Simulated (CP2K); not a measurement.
Two runs for the S L₂,₃ edge of mercaptooxirane. Run A: CP2K XAS_TDP, all-electron GAPW, PBEh(45%), aug-cc-pVDZ, TDA, ZORA, spin–orbit coupling. Run B differs in one setting.

First lines with a strength over 0.0003. A:

| atom | energy (eV) | states | strength, one atom |
| --- | --- | --- | --- |
| S1 (bonded to C and H) | 163.42 | 1 | 0.0016 |
|  | 163.69 | 1 | 0.0014 |
|  | 164.50 | 1 | 0.0012 |
|  | 164.69 | 1 | 0.0017 |
|  | 164.75 | 1 | 0.0020 |

B:

| atom | energy (eV) | states | strength, one atom |
| --- | --- | --- | --- |
| S1 (bonded to C and H) | 167.13 | 1 | 0.0015 |
|  | 167.39 | 1 | 0.0014 |
|  | 168.21 | 1 | 0.0012 |
|  | 168.40 | 1 | 0.0019 |
|  | 168.46 | 1 | 0.0013 |

Which was it: the functional, the basis, GW2X switched on?

GW2X switched on. GW2X shifts the lines nearly together; each 2p level gets its own shift. The lowest line over the strength cut lies at 167.13 eV, against 163.42 eV (PBEh(45%), aug-cc-pVDZ).

[Hosts, paths, dates, database ids (printed as entryN), source tags and the programs' standing remarks are cut or masked in the printed files.]
